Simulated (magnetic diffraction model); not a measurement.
# Which magnetic order? Sc₇Zn₂Cr₂Ga₁₀

Space group C2/m (no. 12), a = 11.0540 Å, b = 8.4630 Å, c = 8.3880 Å, β = 105.75°.

```csv
site,atom,x,y,z
4i,Ga,0.7245,0,0.9169
8j,Ga,0.3497,0.8112,0.4433
8j,Ga,0.5972,0.7872,0.1536
4i,Zn,0.9535,0,0.6492
4i,Cr,0.7716,0,0.3499
8j,Sc,0.6401,0.3140,0.8471
4i,Sc,0.4995,0,0.6778
2a,Sc,0,0,0
```

This is a made-up structure (elements placed in a structure type, unrelaxed), so the numbers test the method and describe no known phase.

Only Cr is taken to order (form factors of Cr2+); orders and moment sizes are assumed, and not adapted to the symmetry. Radiation: neutrons of λ = 1.594 Å, 3° to 30°; isotropic B of 0.24 Å² (Ga), 0.27 Å² (Zn), 0.35 Å² (Cr) and 0.38 Å² (Sc). Simulated constant-wavelength pattern: nuclear and magnetic terms add, the magnetic one as |2.695 fm × Σ f S⊥ exp(2πi Q·r) exp(−B s²)|², summed over all Q at one angle with the factor 1/(sin²θ cos θ). For collinear order S is the moment m, which repeats by lattice and centring translations R with the sign exp(−2πi k·R). Free-ion form factors, Sears's scattering lengths of 1992, no absorption; a label names one of the reflections at its angle. The strongest nuclear line in the range is 100, and lines under 0.2 are left out.

Above the ordering temperature:

```tsv
2θ (°)	index	I
11.33	(0 0 1)	59.0
13.82	(1 1 0)	1.1
16.35	(1 1 -1)	32.6
17.23	(2 0 0)	17.7
17.89	(2 0 -1)	45.4
19.35	(1 1 1)	100.0
21.71	(0 2 0)	4.7
22.77	(0 0 2)	1.4
23.14	(2 0 1)	16.8
24.56	(0 2 1)	8.0
24.60	(2 0 -2)	22.7
24.61	(1 1 -2)	4.3
27.85	(2 2 0)	41.3
28.21	(3 1 0)	1.6
28.27	(2 2 -1)	0.7
28.72	(1 1 2)	22.9
```

Below it (cell unchanged):

| 2θ (°) | I |
| --- | --- |
| 8.59 | 1.2 |
| 11.33 | 59.0 |
| 12.23 | 0.9 |
| 13.82 | 1.1 |
| 15.68 | 5.8 |
| 16.00 | 1.5 |
| 16.35 | 32.6 |
| 17.23 | 17.7 |
| 17.89 | 45.4 |
| 19.35 | 100.0 |
| 20.94 | 1.4 |
| 21.71 | 4.7 |
| 22.05 | 0.3 |
| 22.77 | 1.4 |
| 23.14 | 16.8 |
| 23.39 | 2.8 |
| 24.56 | 8.0 |
| 24.60 | 22.7 |
| 24.61 | 4.3 |
| 24.99 | 0.5 |
| 25.27 | 2.4 |
| 25.60 | 0.6 |
| 26.94 | 0.9 |
| 27.09 | 0.9 |
| 27.85 | 41.3 |
| 28.21 | 1.6 |
| 28.27 | 0.7 |
| 28.72 | 22.9 |

**Question.** Find the propagation vector, then choose among these models:
A. collinear moments along [100], 1.59 μB on Cr; signs + at (0.7716, 0, 0.3499), − at (0.2284, 0, 0.6501)
B. collinear moments along [001], 1.59 μB on Cr; signs + at (0.7716, 0, 0.3499), + at (0.2284, 0, 0.6501)
C. collinear moments along [001], 1.59 μB on Cr; signs + at (0.7716, 0, 0.3499), − at (0.2284, 0, 0.6501)
D. collinear moments along [100], 1.59 μB on Cr; signs + at (0.7716, 0, 0.3499), + at (0.2284, 0, 0.6501)

The new lines index as (1 0 0) at 8.59°, (1 0 -1) at 12.23°, (0 1 1) at 15.68° and (1 0 1) at 16.00°, that is as H ± k with k = (1 0 0). The indices are whole but break the lattice centring, so the moments reverse under a centring translation, those with k·t a half-integer.

Magnetic intensity, observed (below minus above) and for each model:

| 2θ (°) | index | observed | A | B | C | D |
| --- | --- | --- | --- | --- | --- | --- |
| 8.59 | (1 0 0) | 1.2 | 1.2 | 0.3 | 16.4 | <0.2 |
| 10.81 | (0 1 0) | <0.2 | <0.2 | 10.3 | <0.2 | 10.3 |
| 12.23 | (1 0 -1) | 0.9 | 0.9 | 1.2 | 0.4 | 3.3 |
| 15.68 | (0 1 1) | 5.8 | 5.8 | 1.6 | 3.0 | 3.1 |
| 20.39 | (2 1 0) | <0.2 | <0.2 | 4.3 | 0.3 | 1.5 |
| 20.94 | (2 1 -1) | 1.4 | 1.4 | 0.4 | 2.8 | <0.2 |
| 23.39 | (1 2 0) | 2.8 | 2.8 | <0.2 | 3.2 | <0.2 |
| 25.27 | (0 1 2) | 2.4 | 2.4 | <0.2 | 0.6 | 0.2 |

Model A matches.

The absence at (0 1 0) is telling: the sublattices cancel there.

The structure used: k = (1 0 0), collinear moments along [100], 1.59 μB on Cr; signs + at (0.7716, 0, 0.3499), − at (0.2284, 0, 0.6501).

[Logs are printed without paths, hosts, clocks, repeated set-up lines and the standing remarks that a program may print on its own settings, such as how far it seeks lower states.]
